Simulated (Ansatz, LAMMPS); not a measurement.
## Electronic structure of amorphous Cd12Hg24S36 (72 atoms)

What does DFT give for amorphous Cd12Hg24S36 (72 atoms) as built?

Main program and level: Ansatz 0.2.0; Kohn-Sham DFT, PBE, PAW (set soft_2), plane waves.

## Step 1: Set-up

The cell holds 72 atoms: 12 Cd, 24 Hg and 36 S. Cell: a = 12.348 Å, b = 12.348 Å, c = 12.348 Å, α = 90.0°, β = 90.0°, γ = 90.0°. 72 atoms (12 Cd, 24 Hg, 36 S) placed at random at 6.45 g/cm³, melted at 2500 K for 10 ps at fixed volume with the Stillinger-Weber II-VI potential (Zhou et al., Phys. Rev. B 88, 085309 (2013)). Quenched from 2500 K to 100 K at 30 K/ps and fixed volume, held 5 ps, then minimised at fixed cell.

Limits known from the start: The quench rate of 30 K/ps is orders of magnitude faster than experiment, which tends to freeze in extra defects. The starting topology of bonds comes from the classical model, and needn't be the one that DFT or experiment would give. Only the Γ point is sampled, in a cell whose shortest periodic width is 12 Å. No spin–orbit coupling is included, so levels derived from the heavy atoms are approximate.

## Step 2: How the cell was made

A classical potential supplies the starting structure, since it reaches far longer times than DFT.

This step: classical MD, Stillinger-Weber II-VI potential (Zhou et al., Phys. Rev. B 88, 085309 (2013)) (LAMMPS 22 Jul 2025 - Update 4).

File in.lmp:

```
# melt-quench of Cd12Hg24S36
units metal
atom_style atomic
boundary p p p
region box block 0 12.3485 0 12.3485 0 12.3485
create_box 3 box
mass 1 112.4140   # Cd
mass 2 200.5920   # Hg
mass 3 32.0600   # S
create_atoms 1 random 12 76850 NULL overlap 2.14 maxtry 2000
create_atoms 2 random 24 76857 NULL overlap 2.14 maxtry 2000
create_atoms 3 random 36 76864 NULL overlap 2.14 maxtry 2000
pair_style sw
pair_coeff * * CdTeZnSeHgS0.sw Cd Hg S
neigh_modify delay 0 every 1 check yes
thermo_style custom step time temp pe press density
thermo_modify norm yes
timestep 0.001
thermo 100
min_style cg
minimize 1e-4 1e-4 200 2000
reset_timestep 0
velocity all create 2500 76851 mom yes dist gaussian
fix lim all nve/limit 0.05
fix lan all langevin 2500 2500 0.1 76852 zero yes
thermo 500
run 1000 post no
unfix lim
unfix lan
thermo 1666
fix md all nvt temp 2500 2500 0.1
run 10000 post no
unfix md
thermo 8000
fix md all nvt temp 2500 100 0.1
run 80000 post no
unfix md
thermo 2500
fix md all nvt temp 100 100 0.1
run 5000 post no
unfix md
thermo 100
min_style cg
minimize 0 1e-3 2000 20000
write_dump all custom glass.dump id type xs ys zs modify sort id
```

Launch:

```
> lmp -in in.lmp -log none -nocite
```

Numbers of over 12 decimals in the logs are rounded to 6 here.

Log:

```text
LAMMPS (22 Jul 2025 - Update 4)
Created orthogonal box = (0 0 0) to (12.3485 12.3485 12.3485)
Created 12 atoms
Created 24 atoms
Created 36 atoms
   Step          Time           Temp          PotEng         Press         Density
         0   0              0              0.69907958     456512.7       6.4529669
        93   0.093          0             -1.8166809      5891.0252      6.4529669
Loop time of 0.0201511 s on 1 MPI rank(s) for 93 steps with 72 atoms
Minimization stats:
  Stopping criterion = energy tolerance
  Energy initial, next-to-last, final =
     0.699079580339454  -1.81650788488074  -1.81668093626492
[... 34 lines left out ...]
     95000   95             107.94017     -2.0158918      1728.0506      6.4529669
     96000   96             105.2212      -2.0157469      344.03657      6.4529669
Loop time of 0.540679 s on 1 MPI rank(s) for 5000 steps with 72 atoms
   Step          Time           Temp          PotEng         Press         Density
     96000   96             105.2212      -2.0157469      344.03684      6.4529669
     96053   96.053         105.2212      -2.0276084      1866.4165      6.4529669
Loop time of 0.0118546 s on 1 MPI rank(s) for 53 steps with 72 atoms
Minimization stats:
  Stopping criterion = force tolerance
  Energy initial, next-to-last, final =
     -2.01574686182277  -2.02760839400596  -2.02760839481259
  Force two-norm initial, final = 4.2728841 0.00085343905
  Iterations, force evaluations = 53 106
```

Elapsed: 12 s, on 1 thread of Arm Neoverse V2, shared host; peak memory 0.077 GiB.

## Step 3: Plane-wave single point

One self-consistent run at the given positions yields energy and forces.

File input.yaml:

```yaml
crystal:
  lattice:
    - [12.3485, 0.0, 0.0]
    - [0.0, 12.3485, 0.0]
    - [0.0, 0.0, 12.3485]
  atoms:
    - { symbol: Cd, position: [0.79302, 0.86908, 0.38018] }
    - { symbol: Cd, position: [0.26153, 0.46458, 0.23522] }
    - { symbol: Cd, position: [0.7536, 0.58843, 0.93538] }
    - { symbol: Cd, position: [0.82305, 0.37221, 0.20356] }
    - { symbol: Cd, position: [0.97979, 0.84894, 0.87993] }
    - { symbol: Cd, position: [0.03043, 0.46743, 0.46264] }
    - { symbol: Cd, position: [0.04789, 0.89901, 0.59724] }
    - { symbol: Cd, position: [0.27917, 0.67445, 0.97173] }
    - { symbol: Cd, position: [0.76343, 0.05498, 0.67474] }
    - { symbol: Cd, position: [0.49411, 0.69391, 0.24482] }
    - { symbol: Cd, position: [0.49137, 0.92051, 0.53465] }
    - { symbol: Cd, position: [0.68192, 0.56101, 0.42442] }
    - { symbol: Hg, position: [0.94993, 0.17274, 0.93677] }
    - { symbol: Hg, position: [0.65113, 0.22841, 0.95718] }
    - { symbol: Hg, position: [0.26223, 0.12309, 0.39163] }
    - { symbol: Hg, position: [0.50365, 0.94544, 0.88528] }
    - { symbol: Hg, position: [0.32038, 0.64763, 0.52302] }
    - { symbol: Hg, position: [0.46054, 0.44053, 0.00498] }
    - { symbol: Hg, position: [0.75019, 0.72648, 0.65999] }
    - { symbol: Hg, position: [0.51341, 0.67659, 0.74734] }
    - { symbol: Hg, position: [0.46209, 0.19401, 0.69012] }
    - { symbol: Hg, position: [0.61785, 0.21027, 0.41493] }
    - { symbol: Hg, position: [0.04705, 0.98256, 0.18162] }
    - { symbol: Hg, position: [0.24828, 0.03285, 0.92104] }
    - { symbol: Hg, position: [0.14544, 0.35761, 0.9558] }
    - { symbol: Hg, position: [0.35539, 0.94673, 0.13482] }
    - { symbol: Hg, position: [0.09456, 0.18642, 0.6992] }
    - { symbol: Hg, position: [0.10692, 0.75359, 0.32863] }
    - { symbol: Hg, position: [0.41229, 0.37826, 0.50163] }
    - { symbol: Hg, position: [0.00276, 0.65064, 0.12941] }
    - { symbol: Hg, position: [0.93135, 0.16245, 0.42749] }
    - { symbol: Hg, position: [0.07682, 0.59506, 0.74139] }
    - { symbol: Hg, position: [0.73242, 0.85252, 0.0937] }
    - { symbol: Hg, position: [0.27706, 0.41481, 0.72049] }
    - { symbol: Hg, position: [0.65453, 0.0761, 0.19926] }
    - { symbol: Hg, position: [0.83644, 0.39455, 0.66793] }
    - { symbol: S, position: [0.94656, 0.02927, 0.77027] }
    - { symbol: S, position: [0.77475, 0.21881, 0.55548] }
    - { symbol: S, position: [0.34654, 0.26988, 0.02655] }
    - { symbol: S, position: [0.63156, 0.42459, 0.89] }
    - { symbol: S, position: [0.09986, 0.08519, 0.51758] }
    - { symbol: S, position: [0.95456, 0.7796, 0.46067] }
    - { symbol: S, position: [0.20286, 0.26106, 0.24025] }
    - { symbol: S, position: [0.62494, 0.75987, 0.93346] }
    - { symbol: S, position: [0.18632, 0.83632, 0.88031] }
    - { symbol: S, position: [0.6093, 0.10081, 0.79932] }
    - { symbol: S, position: [0.85296, 0.57324, 0.53648] }
    - { symbol: S, position: [0.11553, 0.12933, 0.05168] }
    - { symbol: S, position: [0.51862, 0.56652, 0.55875] }
    - { symbol: S, position: [0.05993, 0.39578, 0.65744] }
    - { symbol: S, position: [0.93794, 0.84072, 0.0761] }
    - { symbol: S, position: [0.3805, 0.55068, 0.84446] }
    - { symbol: S, position: [0.89472, 0.67675, 0.80142] }
    - { symbol: S, position: [0.43103, 0.76879, 0.07146] }
    - { symbol: S, position: [0.49452, 0.08694, 0.05967] }
    - { symbol: S, position: [0.46314, 0.49388, 0.20664] }
    - { symbol: S, position: [0.59371, 0.36109, 0.66706] }
    - { symbol: S, position: [0.98761, 0.32646, 0.32382] }
    - { symbol: S, position: [0.3956, 0.79209, 0.40047] }
    - { symbol: S, position: [0.8208, 0.56579, 0.12666] }
    - { symbol: S, position: [0.1907, 0.75692, 0.65492] }
    - { symbol: S, position: [0.64936, 0.38959, 0.31409] }
    - { symbol: S, position: [0.22726, 0.93475, 0.30232] }
    - { symbol: S, position: [0.44549, 0.12129, 0.49662] }
    - { symbol: S, position: [0.28347, 0.21205, 0.79582] }
    - { symbol: S, position: [0.18654, 0.57444, 0.38886] }
    - { symbol: S, position: [0.41046, 0.85451, 0.71473] }
    - { symbol: S, position: [0.8064, 0.20012, 0.08935] }
    - { symbol: S, position: [0.69577, 0.8999, 0.55828] }
    - { symbol: S, position: [0.6985, 0.71304, 0.26938] }
    - { symbol: S, position: [0.16416, 0.53513, 0.06873] }
    - { symbol: S, position: [0.8688, 0.03635, 0.27843] }
kpoints:
  mp_grid: { grid: [1, 1, 1] }
hamiltonian:
  xc: pbe
scf:
  occupations: { method: gaussian, width: 0.025 }
output:
  forces: true
  stress: true
  populations: true
  dos:
    method: { smearing: { sigma: 0.15 } }
    de: 0.1
    projected: { site_lists: { Cd: [Cd], Hg: [Hg], S: [S] } }
  eigenvalues: true
  write_density: true
  write_potential: true
  volumetric_format: npy
```

Launch:

```
> ansatz run input.yaml --threads 8 --pin off --max-ram 15872MiB --backend cpu --events-out ev --progress --plain --runs-dir out
```

Log:

```text
Engine: ansatz 0.2.0, aarch64-unknown-linux-gnu
Pseudopotentials: kind: paw
Pseudopotential: Cd, paw, valence charge 20, recommended cutoff 420 eV (normal), Cd.paw.azcp
Pseudopotential: Hg, paw, valence charge 20, recommended cutoff 420 eV (normal), Hg.paw.azcp
Pseudopotential: S, paw, valence charge 6, recommended cutoff 420 eV (normal), S.paw.azcp
[... 5 lines on functional and potentials left out ...]
Crystal: 72 atoms, lattice volume = 1882.967 Å³
Basis set: ecut = 420 eV, 36785 PW (Γ), exchange–correlation on 180×180×180 points (8 copies of the dense FFT grid, shifted against one another)
Bands: 562, of which v1, the nominal top of the filled ones, is band 468 counted from 1 (467 counted from 0)
Symmetry: 1 space group operations
Space group: P1 (ITA 1), of the structure as read, at distance tolerance 1.2e-4 Å
k-points: 1
[... 7 lines on functional and potentials left out ...]
Initial density: superposition of atomic densities (neutral atoms: chi_scale 0, normalization atom), corrected by the library's trained network
Initial wavefunctions: pseudopotential atomic-orbital guess
Functional: x = pbe(κ = 0.804, μ = 0.219515), c = pbe(β = 0.066725)
SCF iter   1: F=—  HF=-463050.931070 eV  |F-HF|=—  |Δ(HF+E_count)|=         —  Δρ=4.59e-3  dr2=1.49e0  ethr=1.77e-3  ⟨swp⟩=6.0  Hψ=1993  notcnv=0  defer=20
preconditioner: auto → LDOS  [metal: Δε(μ)=0.016 eV  Ē_g=10.076 eV  σ=0.025 eV  W_gap=0.34  n_scr=460 (ndim 8)  ℏωp=21.8 eV  f_vac=0.108  D(μ)=81.91/eV (n_scr^D=738)  β→1.0]
SCF iter   2: F=—  HF=-463050.833062 eV  |F-HF|=—  |Δ(HF+E_count)|=   9.80e-2  Δρ=3.17e-3  dr2=3.07e-1  ethr=1.59e-4  ⟨swp⟩=3.0  Hψ=976  notcnv=0  defer=85
SCF iter   3: F=—  HF=-463050.811485 eV  |F-HF|=—  |Δ(HF+E_count)|=   2.16e-2  Δρ=2.97e-3  dr2=2.61e-1  ethr=3.28e-5  ⟨swp⟩=2.0  Hψ=810  notcnv=0  defer=85
SCF iter   4: F=—  HF=-463050.787999 eV  |F-HF|=—  |Δ(HF+E_count)|=   2.35e-2  Δρ=8.62e-4  dr2=3.29e-2  ethr=2.79e-5  ⟨swp⟩=2.0  Hψ=769  notcnv=0  defer=85
SCF iter   5: F=—  HF=-463050.784783 eV  |F-HF|=—  |Δ(HF+E_count)|=   3.22e-3  Δρ=4.01e-4  dr2=9.20e-3  ethr=3.52e-6  ⟨swp⟩=2.0  Hψ=767  notcnv=0  defer=85
SCF iter   6: F=—  HF=-463050.784224 eV  |F-HF|=—  |Δ(HF+E_count)|=   5.59e-4  Δρ=2.52e-4  dr2=4.16e-3  ethr=9.83e-7  ⟨swp⟩=1.0  Hψ=477  notcnv=0  defer=85
SCF iter   7: F=—  HF=-463050.783943 eV  |F-HF|=—  |Δ(HF+E_count)|=   2.81e-4  Δρ=1.79e-4  dr2=1.71e-3  ethr=4.45e-7  ⟨swp⟩=2.0  Hψ=484  notcnv=0  defer=85
SCF iter   8: F=—  HF=-463050.783850 eV  |F-HF|=—  |Δ(HF+E_count)|=   9.28e-5  Δρ=9.34e-5  dr2=4.41e-4  ethr=1.83e-7  ⟨swp⟩=2.0  Hψ=767  notcnv=0  defer=85
SCF iter   9: F=—  HF=-463050.783822 eV  |F-HF|=—  |Δ(HF+E_count)|=   2.87e-5  Δρ=5.49e-5  dr2=1.67e-4  ethr=4.71e-8  ⟨swp⟩=2.0  Hψ=492  notcnv=0  defer=85
SCF iter  10: F=—  HF=-463050.783995 eV  |F-HF|=—  |Δ(HF+E_count)|=   1.74e-4  Δρ=4.17e-5  dr2=9.57e-5  ethr=1.78e-8  ⟨swp⟩=2.0  Hψ=492  notcnv=0  defer=85
[...]
SCF iter  12: F=—  HF=-463050.790181 eV  |F-HF|=—  |Δ(HF+E_count)|=   3.63e-6  Δρ=2.36e-5  dr2=2.75e-5  ethr=5.74e-9  ⟨swp⟩=2.0  Hψ=501  notcnv=0  defer=85
SCF iter  13: F=—  HF=-463050.790179 eV  |F-HF|=—  |Δ(HF+E_count)|=   1.76e-6  Δρ=1.90e-5  dr2=1.79e-5  ethr=2.93e-9  ⟨swp⟩=2.0  Hψ=497  notcnv=0  defer=85
SCF iter  14: F=—  HF=-463050.790178 eV  |F-HF|=—  |Δ(HF+E_count)|=   1.14e-6  Δρ=1.41e-5  dr2=9.21e-6  ethr=1.92e-9  ⟨swp⟩=2.0  Hψ=767  notcnv=0  defer=85
SCF iter  15: F=—  HF=-463050.790177 eV  |F-HF|=—  |Δ(HF+E_count)|=   6.06e-7  Δρ=9.24e-6  dr2=5.08e-6  ethr=9.84e-10  ⟨swp⟩=2.0  Hψ=767  notcnv=0  defer=85
SCF iter  16: F=—  HF=-463050.790177 eV  |F-HF|=—  |Δ(HF+E_count)|=   3.13e-7  Δρ=5.65e-6  dr2=1.84e-6  ethr=5.43e-10  ⟨swp⟩=2.0  Hψ=497  notcnv=0  defer=85
SCF iter  17: F=—  HF=-463050.790177 eV  |F-HF|=—  |Δ(HF+E_count)|=   6.68e-8  Δρ=4.11e-6  dr2=9.32e-7  ethr=1.97e-10  ⟨swp⟩=2.0  Hψ=767  notcnv=0  defer=85
SCF iter  18: F=—  HF=-463050.790177 eV  |F-HF|=—  |Δ(HF+E_count)|=   3.98e-8  Δρ=2.97e-6  dr2=4.49e-7  ethr=9.95e-11  ⟨swp⟩=2.0  Hψ=481  notcnv=0  defer=85
SCF iter  19: F=—  HF=-463050.790177 eV  |F-HF|=—  |Δ(HF+E_count)|=   1.84e-8  Δρ=2.30e-6  dr2=2.76e-7  ethr=4.80e-11  ⟨swp⟩=2.0  Hψ=478  notcnv=0  defer=85
SCF iter  20: F=—  HF=-463050.790177 eV  |F-HF|=—  |Δ(HF+E_count)|=   1.71e-8  Δρ=1.54e-6  dr2=1.24e-7  ethr=2.95e-11  ⟨swp⟩=2.0  Hψ=492  notcnv=0  defer=85
SCF iter  21: F=-463050.790177 eV  HF=-463050.790177 eV  |F-HF|=4.36e-8  |Δ(HF+E_count)|=   1.03e-8  Δρ=9.84e-7  dr2=5.11e-8  ethr=1.07e-11  ⟨swp⟩=13.0  Hψ=3772  notcnv=0
SCF 1 converged in 21 iterations: F = -463050.790177 eV  dr2 = 5.11e-8
  greatest PAW one-centre occupation: 1.000 electrons in one spin orbital (limit 2), on the Hg atom at site 30 (counted from 0), in its partial waves of l = 0
SCF converged after 21 iterations
Free energy (F): -463050.790177 eV
Harris-Foulkes:  -463050.790177 eV  (|F-HF|=4.36e-8)
Internal energy: -463050.763181 eV  (E = F + TS)
E sigma→0 (E₀):  -463050.776679 eV
Entropy (-TS):   -0.026995 eV (-0.375 meV/atom)
Fermi energy:    7.651580 eV
--- Per-component energies (eV) ---
  E_band       = -18432.371335
  E_kinetic    = 24315.253161
  E_local      = -135725.013013  (includes V_loc(G=0)·N_el)
  E_nonlocal   = 3197.190459
  E_hartree    = 59532.390430
  E_xc         = -10861.327479
  E_vxc        = -12040.406324  (∫ρ·V_xc dr)
  E_paw        = -309275.563286  (= ΣΔE_a)
  E_vpaw       = -17244.207282  (= ΣTr[D̂ρ^β])
  E_aug_tail   = 0.022634  (compensation charges beyond the density's cutoff)
  E_ewald      = -94233.716088
  E_smearing   = -0.026995  (= −TS)
  E_closure    = 0.000000  (closes the sum)
  Σ components = -463050.790177   (vs F -463050.790177, Δ=0.00e0)
--- Forces (eV/Å), atoms counted from 1 ---
  atom   1  Cd    -0.07868222    -0.02134171    -0.52096021
  atom   2  Cd     0.55756079    -0.67146074     0.14663646
  atom   3  Cd     0.00967454    -0.06585692     0.08819025
  atom   4  Cd     0.06053676     0.26389791    -0.04457058
  atom   5  Cd     0.24427152     0.13263657    -0.25892996
  atom   6  Cd    -0.35292676     0.08449009    -0.03169212
  atom   7  Cd     0.24891040     0.04608435    -0.13091152
  atom   8  Cd    -0.06035623     0.47857419     0.02344061
  atom   9  Cd     0.15722101     0.04173717     0.05879208
  atom  10  Cd     0.04245358    -0.15240699     0.46104341
  atom  11  Cd    -0.24140162    -0.37257443     0.04185085
  atom  12  Cd     0.06856385    -0.04921474    -0.20736876
  atom  13  Hg    -0.07897201    -0.26229148     0.33436101
  atom  14  Hg     0.47741380     0.25754178    -0.25523182
[...]
atom  71  S     -0.73523195     0.48612629     0.08576820
  atom  72  S     -0.65244513    -0.45138885     0.32199167
  max |Σ_I F_I| component: 4.10e-5 eV/Å
--- Stress (GPa, compression-positive) ---
        0.536093      -0.197224      -0.062344
       -0.197224       0.581406       0.012063
       -0.062344       0.012063       1.102605
  P = ⅓ Tr σ = 0.7400 GPa (7.400 kbar)
--- Band table (eV) ---
  k-point 0: bands = ["-107.1790", "-107.1727", "-107.1597", "-107.1242", [... 546 levels ...], "13.5844", "13.6300", "13.6672", "13.7520", "13.7727", "13.8492", "13.9160", "13.9385", "13.9801", "13.9878", "14.0401", "14.0678"]
--- Löwdin populations: 72 sites ---
  site symbol       q [e]
     0     Cd     18.7684
     1     Cd     18.7528
     2     Cd     18.7789
[...]
71      S      6.8829
  spilling = 0.007810 (of n_electrons = 936.000000)
```

Wall time 36 s (8 threads of Arm Neoverse V2, shared host); peak memory 3 GiB; 4.6 min of CPU time.

The column dr2 measures how far the density is from self-consistency, as an energy; F and HF (Harris–Foulkes) agree once it is small.

Read from the output:

```
free energy                             : -463050.7902 eV
free energy per atom                    : -6431.2610 eV/atom
SCF cycles                              : 21
pressure                                : 0.74 GPa
r.m.s. force component                  : 0.3403 eV/Å
longest force                           : 1.175 eV/Å
Fermi energy                            : 7.652 eV
levels partly filled by over 2 per cent : 2
spilling of the projection              : 0.00781
```

Neighbours are counted within 3.15 Å (S-Hg), 2.91 Å (S-Cd).

Length of the force by element and coordination:

```
element  coordination  atoms  mean length of the force (eV/Å)  spread  least   most
     Cd           all     12                            0.387   0.196  0.111  0.885
     Cd             3      1                            0.285       0  0.285  0.285
     Cd             4     11                            0.396   0.203  0.111  0.885
     Hg           all     24                            0.539   0.171  0.276  0.873
     Hg             2      1                            0.293       0  0.293  0.293
     Hg             3     12                            0.527   0.160  0.276  0.852
     Hg             4     11                            0.574   0.171  0.327  0.873
      S           all     36                            0.605   0.229  0.171   1.17
      S             2      2                            0.711  0.0866  0.624  0.797
      S             3     12                            0.611   0.208  0.211   1.04
      S             4     21                            0.596   0.251  0.171   1.17
      S             5      1                            0.522       0  0.522  0.522
```

States in the cell by windows of 1 eV, zero at the Fermi level; the larger projections on atomic orbitals stand beside the total:

```csv
from (eV),to (eV),total,Hg d,S p,Cd d,Hg s,S s
-18,-14,0.0,0.0,0.0,0.0,0.0,0.0
-14,-13,10.4,0.3,0.0,0.2,1.0,8.5
-13,-12,45.7,1.7,0.3,1.2,1.7,39.3
-12,-11,15.9,0.6,0.3,0.5,0.4,13.7
-11,-9,0.0,0.0,0.0,0.0,0.0,0.0
-9,-8,66.3,1.3,2.9,61.3,0.3,0.4
-8,-7,92.2,34.2,5.7,50.3,1.1,0.7
-7,-6,190.0,173.0,9.4,2.6,2.0,2.0
-6,-5,24.1,13.2,5.0,0.3,4.3,0.7
-5,-4,36.5,4.6,17.9,0.6,8.7,1.3
-4,-3,30.0,2.3,20.1,0.5,3.1,1.1
-3,-2,50.9,3.1,42.4,0.9,1.4,0.7
-2,-1,55.4,3.4,46.6,1.0,1.3,0.5
-1,0,29.4,1.2,24.0,0.3,1.9,0.5
0,1,20.9,0.5,12.5,0.1,5.3,0.4
1,2,17.9,0.2,7.0,0.0,6.8,0.5
2,3,20.3,0.1,6.3,0.0,4.9,0.6
3,4,26.9,0.1,4.9,0.0,1.4,0.4
4,5,36.2,0.1,2.9,0.0,0.8,0.2
```

The stored curve holds about 647 of the 936 electrons; the rest, give or take the few that broadening carries across the Fermi level, lie in deeper levels below its range.

The levels nearest the highest filled one (over half full), pooled over k-points and spins:

```
level less the highest filled one (eV)  occupation
                                -0.389           2
                                -0.288           2
                                -0.182           2
                                -0.141           2
                               -0.0747           2
                                     0        1.23
                                0.0105       0.767
                                0.0969           0
                                 0.163           0
                                 0.210           0
                                 0.311           0
                                 0.406           0
```

Electrostatic potential energy in the bc plane at fractional x = 0.504, with atoms of Cd and Hg and S within 0.2 Å of it. With pseudopotentials it is smooth inside the atoms' cores, unlike the true potential.

Ten even steps from '0' (-32 eV) to '9' (13 eV), each cell a mean:
```
88888999999986201489999999999998667
48999999999998767899999999999973000
17999999999999999999999999999860000
48999999999999999999998888999972000
89999999999999999999973114799997656
99998766789999999999840000489999999
99997300278999999999840000589999999
99986100168888999999985335899999999
99998533589989999987788889999998889
89999888899999999841137999999875456
78887889999988899711106999999742124
78753579999887889852148999999742224
89864578999888899998899999999875457
99988888999999999999999999999998889
99999999999999999999999999999999999
99999999999999999999999888999999999
99999999999999999999987544689999999
99999999999999987568874212479999999
99999999999999962126874222479999999
99999999999999973136897555789999999
98777999999999998789999988889999999
84112699999999888899999998778999999
72020489999997423689999998778999999
85213799999985000379999999999999999
```
Columns run along b (12.3 Å; values clipped at the 3rd and 97th percentile), rows up along c (12.3 Å). Atoms in or near the plane, at fractional coordinates: Cd at (0.69, 0.24), Cd at (0.92, 0.53), Hg at (0.95, 0.89), Hg at (0.68, 0.75), S at (0.57, 0.56), S at (0.09, 0.06).

(Continued in part 2 of 2.)

[Logs are printed without paths, hosts, clocks, repeated set-up lines and the standing remarks that a program may print on its own settings, such as how far it seeks lower states.]

[Hosts, paths, dates, database ids (printed as entryN), source tags and the programs' standing remarks are cut or masked in the printed files.]
